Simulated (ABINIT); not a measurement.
Records of electronic-structure calculations.

### LaAlH6 (R-3m): a self-consistent loop beyond G0W0, cycle by cycle

It takes space group R-3m (No. 166, trigonal). Conventional cell: a = 6.516 Å, b = 6.516 Å, c = 6.291 Å, α = 90.00°, β = 90.00°, γ = 120.00°. Nearest to La lie 12 H at 2.44 Å. Nearest to Al lie 6 H at 1.72 Å. H has 1 Al at 1.72 Å and 5 H at 2.29 to 2.44 Å and 2 La at 2.44 Å nearest. Farther neighbours, and contacts between anions beyond the nearest, are not listed.

```
La Al H
1.0
     3.25800    1.88101    2.09713
    -3.25800    1.88101    2.09713
     0.00000   -3.76201    2.09713
La Al H
1 1 6
Direct
  0.50000 0.50000 0.50000
  0.00000 0.00000 0.00000
  0.93995 0.29182 0.29182
  0.29182 0.93995 0.29182
  0.29182 0.29182 0.93995
  0.06005 0.70818 0.70818
  0.70818 0.06005 0.70818
  0.70818 0.70818 0.06005
```

```
method         : RPA screening on PBEsol from quasiparticle energies, plane waves, norm-conserving pseudopotentials (and 5 further levels or steps)
program        : ABINIT 10.8.3
settings       : cutoff 50 Ha, PseudoDojo scalar-relativistic 0.4.1 standard, norm-conserving, ngkpt (2, 2, 2), nband 61, ecuteps 3.9 Ha, gwcalctyp 10, inclvkb 2, shiftk (0, 0, 0), symchi 1, awtr 1, frequency ppm, cycle 3, q points all but q = 0, 2×2×2 k-mesh
cost           : 15 runs, 4 min in all on 4 MPI ranks of Intel Xeon Platinum 8223CL at 3.00GHz (Skylake/Cascade Lake), shared host
notes          : The cell and positions are those that the Materials Project relaxed with its own functionals (PBE, PBE+U or r2SCAN), kept fixed. Limits: no spin-orbit coupling. The first cycle of evGW0 takes the full correction, without the factor Z, so it overshoots the one-shot value. The 2×2×2 mesh is coarse for this cell, which bears on the long-range parts of exchange and screening.
G0W0           : 3.302 eV
evGW0, cycle 1 : 3.527 eV
evGW0, cycle 2 : 3.449 eV
evGW0, cycle 3 : 3.448 eV
evGW, cycle 1  : 3.702 eV
evGW, cycle 2  : 3.724 eV
evGW, cycle 3  : 3.727 eV
known limits   : short of the basis limit; no spin-orbit coupling; coarse k mesh
```

Only the bands that the input lists are updated; the higher empty ones keep the functional's energies. The evGW loop starts from the last levels of evGW0, so its cycles and time come on top of those.

[Long decimals in the printed logs are rounded to 6 places.]

[Logs are printed without paths, hosts, clocks, repeated set-up lines and the standing remarks that a program may print on its own settings, such as how far it seeks lower states.]

[Paths, hosts, dates, memory and timing lines, banners, echoed tables and standing remarks are left out of the program output; an Ansatz launch command may be rebuilt from the run's recorded settings. Measured values are a selection of at most five: reports struck by readers or far from the other reports are left out. None is set beside runs whose start may be inverted or whose files or cutoffs have a known fault.]

[Runs of the session that timed out or met a known fault of the program may be left out.]

[Hosts, paths, dates, database ids (printed as entryN), source tags and the programs' standing remarks are cut or masked in the printed files.]

[G0W0 gaps are taken among the corrected bands and points alone; a level outside them can change the order at an edge.]

[Where Ansatz stands beside ABINIT at settings called matched, ABINIT's density can come from a denser mesh and the files from another edition; pairs whose starting gaps differed by over 0.03 eV were left out, so agreement reads better than it is.]
